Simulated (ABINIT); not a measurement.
**Quasiparticle gap of SiC (Moissanite) in ABINIT**

Aim: the G0W0 gap of SiC (Moissanite) on PBE, step by step.

Method: PBE and many-body steps on it, plane waves, in ABINIT 10.8.3.

**What was measured.**

- Gap 3.33 eV: band gap at cryogenic temperature; bulk crystal (literature value) (quoted in “Silicon carbide diodes for neutron detection”, 2020, arxiv:2009.14696).

**1. Starting point**

It takes space group P6_3mc (No. 186, hexagonal). Conventional cell: a = 3.076 Å, b = 3.076 Å, c = 5.048 Å, α = 90.00°, β = 90.00°, γ = 120.00°. Nearest to Si lie 4 C at 1.87 to 1.94 Å. Nearest to C lie 4 Si at 1.87 to 1.94 Å. Farther neighbours are not listed.

Structure file:

```cif
data_structure
_symmetry_space_group_name_H-M 'P 1'
_symmetry_Int_Tables_number 1
_cell_length_a 3.0760
_cell_length_b 3.0760
_cell_length_c 5.0480
_cell_angle_alpha 90.000
_cell_angle_beta 90.000
_cell_angle_gamma 120.000
_cell_volume 41.36
loop_
_atom_site_label
_atom_site_type_symbol
_atom_site_fract_x
_atom_site_fract_y
_atom_site_fract_z
_atom_site_occupancy
Si1 Si 0.33333 0.66667 0.00000 1
Si2 Si 0.66667 0.33333 0.50000 1
C3 C 0.33333 0.66667 0.38500 1
C4 C 0.66667 0.33333 0.88500 1
```

The cell and positions come from the Crystallography Open Database and are kept as given unless a step says otherwise.

**2. Ground state**

This step: ABINIT 10.8.3; DFT, PBE, plane waves, norm-conserving pseudopotentials.

The ground-state density comes first.

File run.abi:

```
acell 3*1.0 Angstrom
rprim 
  3.075999999976 0.000000000005 0.000000000000
  -1.537999999993 2.663894142018 0.000000000000
  0.000000000000 0.000000000000 5.048000000000
ntypat 2
znucl 14 6
natom 4
typat 1 1 2 2
xred 
  0.333333333333 0.666666666667 0.000000000000
  0.666666666667 0.333333333333 0.500000000000
  0.333333333333 0.666666666667 0.385000000000
  0.666666666667 0.333333333333 0.885000000000
pp_dirpath "pseudos"
pseudos "Si.upf, C.upf"
ecut 37
ngkpt 6 6 4
nshiftk 1
shiftk 0 0 0
kptopt 1
chksymbreak 0
nband 14
occopt 1
tolvrs 1e-10
nstep 60
prtwf 0
optforces 0
optstress 0
indata_prefix "in"
outdata_prefix "out"
tmpdata_prefix "tmp"
```

Launch:

```console
OMP_NUM_THREADS=1 mpirun -n 4 abinit run.abi > log
```

Numbers of over 12 decimals in the logs are rounded to 6 here.

Log:

```text
.Version 10.8.3 of ABINIT. v10.8.2 released Aug 2026.

 Symmetries : space group P6_3 m c (#186); Bravais hP (primitive hexag.)
================================================================================
 Values of the parameters that define the memory need of the present run
     intxc =       0    ionmov =       0      iscf =       7    lmnmax =       6
     lnmax =       6     mgfft =      54  mpssoang =       3    mqgrid =    3001
     natom =       4  nloc_mem =       1    nspden =       1   nspinor =       1
    nsppol =       1      nsym =      12    n1xccc =    2501    ntypat =       2
    occopt =       1   xclevel =       2
-    mband =          14        mffmem =           1         mkmem =           6
       mpw =        3018          nfft =       55296          nkpt =          21
================================================================================
  Rough estimation (10% accuracy) of disk space for files :
================================================================================

--------------------------------------------------------------------------------
------------- Echo of variables that govern the present computation ------------
--------------------------------------------------------------------------------
 -outvars: echo values of preprocessed input variables --------
            acell      1.8897261259E+00  1.8897261259E+00  1.8897261259E+00 Bohr

      chksymbreak           0
             ecut      3.70000000E+01 Hartree
-          fftalg         312

              ixc     -101130
              kpt      0.00000000E+00  0.00000000E+00  0.00000000E+00
                       1.66666667E-01  0.00000000E+00  0.00000000E+00
                       3.33333333E-01  0.00000000E+00  0.00000000E+00
                       5.00000000E-01  0.00000000E+00  0.00000000E+00
                       1.66666667E-01  1.66666667E-01  0.00000000E+00
                       3.33333333E-01  1.66666667E-01  0.00000000E+00
                       3.33333333E-01  3.33333333E-01  0.00000000E+00
                       0.00000000E+00  0.00000000E+00  2.50000000E-01
                       1.66666667E-01  0.00000000E+00  2.50000000E-01
   [... 10 further rows ...]
                       3.33333333E-01  1.66666667E-01  5.00000000E-01
                       3.33333333E-01  3.33333333E-01  5.00000000E-01
         kptrlatt        6    0    0      0    6    0      0    0    4
          kptrlen      3.48767854E+01
P           mkmem           6
            natom           4
            nband          14
            ngfft          32      32      54
             nkpt          21
            nstep          60
             nsym          12
           ntypat           2
              occ      2.000000  2.000000  2.000000  2.000000  2.000000  2.000000
                       2.000000  2.000000  0.000000  0.000000  0.000000  0.000000
                       0.000000  0.000000
        optforces           0
        optstress           0
            prtwf           0
            rprim      3.0760000000E+00  5.0000000000E-12  0.0000000000E+00
[...]
spgroup         186

           tolvrs      1.00000000E-10

             xred      3.3333333333E-01  6.6666666667E-01  0.0000000000E+00
[...]
znucl       14.00000    6.00000

================================================================================

 chkinp: Checking input parameters for consistency.

================================================================================
== DATASET  1 ==================================================================
-   mpi_nproc: 4, omp_nthreads: 1 (-1 if OMP is not activated)

--- !DatasetInfo
iteration_state: {dtset: 1, }
dimensions: {natom: 4, nkpt: 21, mband: 14, nsppol: 1, nspinor: 1, nspden: 1, mpw: 3018, }
cutoff_energies: {ecut:  37.0, pawecutdg:  -1.0, }
electrons: {nelect:   1.60000000E+01, charge:   0.00000000E+00, occopt:   1.00000000E+00, tsmear:   1.00000000E-02, }

 Real(R)+Recip(G) space primitive vectors, cartesian coordinates (Bohr,Bohr^-1):
 R(1)=  5.8127976  0.0000000  0.0000000  G(1)=  0.1720342  0.0993240  0.0000000
 R(2)= -2.9063988  5.0340304  0.0000000  G(2)=  0.0000000  0.1986480  0.0000000
 R(3)=  0.0000000  0.0000000  9.5393375  G(3)=  0.0000000  0.0000000  0.1048291
 Unit cell volume ucvol=  2.7913818E+02 bohr^3
 Angles (23,13,12)=  9.00000000E+01  9.00000000E+01  1.20000000E+02 degrees

 getcut: wavevector=  0.0000  0.0000  0.0000  ngfft=  32  32  54
         ecut(hartree)=     37.000   => boxcut(ratio)=   2.01048

--- Pseudopotential description ------------------------------------------------
- Si Generated using ONCVPSP code by D. R. Hamann
- 14.00000   4.00000  171031                  znucl, zion, pspdat
12 -101130 2 -1 1510                          pspcod,pspxc,lmax,lloc,mmax
     nproj     2     2     2
  pspatm : epsatm=    9.34321561
         --- l  ekb(1:nproj) -->
[...]
pspatm: atomic psp has been read  and splines computed

- C Generated using ONCVPSP code by D. R. Hamann
-  6.00000   4.00000  171031                  znucl, zion, pspdat
12 -101130 1 -1 1248                          pspcod,pspxc,lmax,lloc,mmax
     nproj     2     2     0
  pspatm : epsatm=    4.31346680
         --- l  ekb(1:nproj) -->
[...]
pspatm: atomic psp has been read  and splines computed

   4.37013837E+02                                ecore*ucvol(ha*bohr**3)
--------------------------------------------------------------------------------

_setup2: Arith. and geom. avg. npw (full set) are    3001.146    3001.130

================================================================================

--- !BeginCycle
iteration_state: {dtset: 1, }
solver: {iscf: 7, nstep: 60, nline: 4, wfoptalg: 0, }
tolerances: {tolvrs: 1.00E-10, }

     iter   Etot(hartree)      deltaE(h)  residm     vres2
 ETOT  1  -20.337641086206    -2.034E+01 4.849E-02 5.937E+02
 ETOT  2  -20.460855596345    -1.232E-01 3.347E-02 2.498E+02
 ETOT  3  -20.537391256047    -7.654E-02 7.138E-03 1.759E-01
 ETOT  4  -20.537492812717    -1.016E-04 1.183E-03 7.161E-03
 ETOT  5  -20.537493847314    -1.035E-06 7.510E-04 3.002E-04
 ETOT  6  -20.537493877382    -3.007E-08 1.580E-04 2.889E-06
 ETOT  7  -20.537493877957    -5.749E-10 1.622E-04 8.028E-08
 ETOT  8  -20.537493877969    -1.157E-11 1.734E-04 2.268E-09
 ETOT  9  -20.537493877969    -3.908E-13 7.985E-05 6.694E-11

 At SCF step    9       vres2   =  6.69E-11 < tolvrs=  1.00E-10 =>converged.

--- !ResultsGS
iteration_state: {dtset: 1, }
comment   : Summary of ground state results
lattice_vectors:
- [  5.8127976,   0.0000000,   0.0000000, ]
- [ -2.9063988,   5.0340304,   0.0000000, ]
- [  0.0000000,   0.0000000,   9.5393375, ]
lattice_lengths: [   5.81280,    5.81280,    9.53934, ]
lattice_angles: [ 90.000,  90.000, 120.000, ] # degrees, (23, 13, 12)
lattice_volume:   2.7913818E+02
convergence: {deltae: -3.908E-13, res2:  6.694E-11, residm:  7.985E-05, diffor:  0.000E+00, }
etotal    :  -2.05374939E+01
entropy   :   0.00000000E+00
fermie    :   2.62342056E-01
cartesian_stress_tensor: null
pressure_GPa: null
xred      :
- [  3.3333E-01,   6.6667E-01,   0.0000E+00, Si]
- [  6.6667E-01,   3.3333E-01,   5.0000E-01, Si]
- [  3.3333E-01,   6.6667E-01,   3.8500E-01,  C]
- [  6.6667E-01,   3.3333E-01,   8.8500E-01,  C]
cartesian_forces: null
force_length_stats: {min: null, max: null, mean: null, }

 Integrated electronic density in atomic spheres:
 ------------------------------------------------
 Atom  Sphere_radius  Integrated_density
[...]
4        2.00000          4.25024988
================================================================================

 ----iterations are completed or convergence reached----

 Mean square residual over all n,k,spin=   54.290E-08; max=  79.852E-06
 reduced coordinates (array xred) for    4 atoms
       0.333333333333      0.666666666667      0.000000000000
       0.666666666667      0.333333333333      0.500000000000
       0.333333333333      0.666666666667      0.385000000000
       0.666666666667      0.333333333333      0.885000000000
 rms dE/dt=  0.0000E+00; max dE/dt=  0.0000E+00; dE/dt below (all hartree)
    1       0.000000000000      0.000000000000      0.000000000000
    2       0.000000000000      0.000000000000      0.000000000000
    3       0.000000000000      0.000000000000      0.000000000000
    4       0.000000000000      0.000000000000      0.000000000000

 cartesian coordinates (angstrom) at end:
    1     -3.33e-12     1.775929     0.000000
    2      1.538000     0.887965     2.524000
    3     -3.33e-12     1.775929     1.943480
    4      1.538000     0.887965     4.467480
 length scales=  1.889726125908  1.889726125908  1.889726125908 bohr
              =  1.000000000000  1.000000000000  1.000000000000 angstroms
 prteigrs : about to open file out_EIG
 Fermi (or HOMO) energy (hartree) =   0.26234   Average Vxc (hartree)=  -0.41464
 Eigenvalues (hartree) for nkpt=  21  k points:
 kpt#   1, nband= 14, wtk=  0.00694, kpt=  0.0000  0.0000  0.0000 (reduced coord)
  -0.31576   -0.18705   -0.05743    0.20511    0.20511    0.25223    0.25223    0.26234
   0.43211    0.48352    0.50154    0.50154    0.53980    0.58219
 prteigrs : prtvol=0 or 1, do not print more k-points.

--- !EnergyTerms
iteration_state     : {dtset: 1, }
comment             : Components of total free energy in Hartree
kinetic             :  1.17970971388461E+01
hartree             :  2.37509658793452E+00
xc                  : -7.56315009857090E+00
Ewald energy        : -2.08945945883793E+01
psp_core            :  1.56558245601285E+00
local_psp           : -8.33446446050513E+00
non_local_psp       :  5.16939086692545E-01
total_energy        : -2.05374938779693E+01
total_energy_eV     : -5.58853678437894E+02
band_energy         :  5.55257698709202E-01

== END DATASET(S) ==============================================================
================================================================================

 -outvars: echo values of variables after computation  --------
           etotal     -2.0537493878E+01
            nband          14
             nkpt          21
          spgroup         186
 [... the other variables as echoed above ...]

 Calculation completed.
```

Wall time 6.7 s (4 MPI ranks of Arm Neoverse V2, shared host); peak memory 0.29 GiB.

This step gave:

| Item | Value |
| --- | --- |
| total energy | -558.8537 eV |
| gap | 2.329 eV |
| k of the valence top | 0, 0, 0 |
| k of the conduction bottom | 0.3333, 0.3333, 0 |
| least direct gap | 4.083 eV |

The gap is indirect, with the least direct gap 1.75 eV higher.

[end of part 1 of 3]

[Paths, hosts, dates, memory and timing lines, banners, echoed tables and standing remarks are left out of the program output.]

[Logs are printed without paths, hosts, clocks, repeated set-up lines and the standing remarks that a program may print on its own settings, such as how far it seeks lower states.]

[Runs of the session that timed out or met a known fault of the program may be left out.]

[Hosts, paths, dates, database ids (printed as entryN), source tags and the programs' standing remarks are cut or masked in the printed files.]

[G0W0 gaps are taken among the corrected bands and points alone; a level outside them can change the order at an edge.]

[Where Ansatz stands beside ABINIT at settings called matched, ABINIT's density can come from a denser mesh and the files from another edition; pairs whose starting gaps differed by over 0.03 eV were left out, so agreement reads better than it is.]
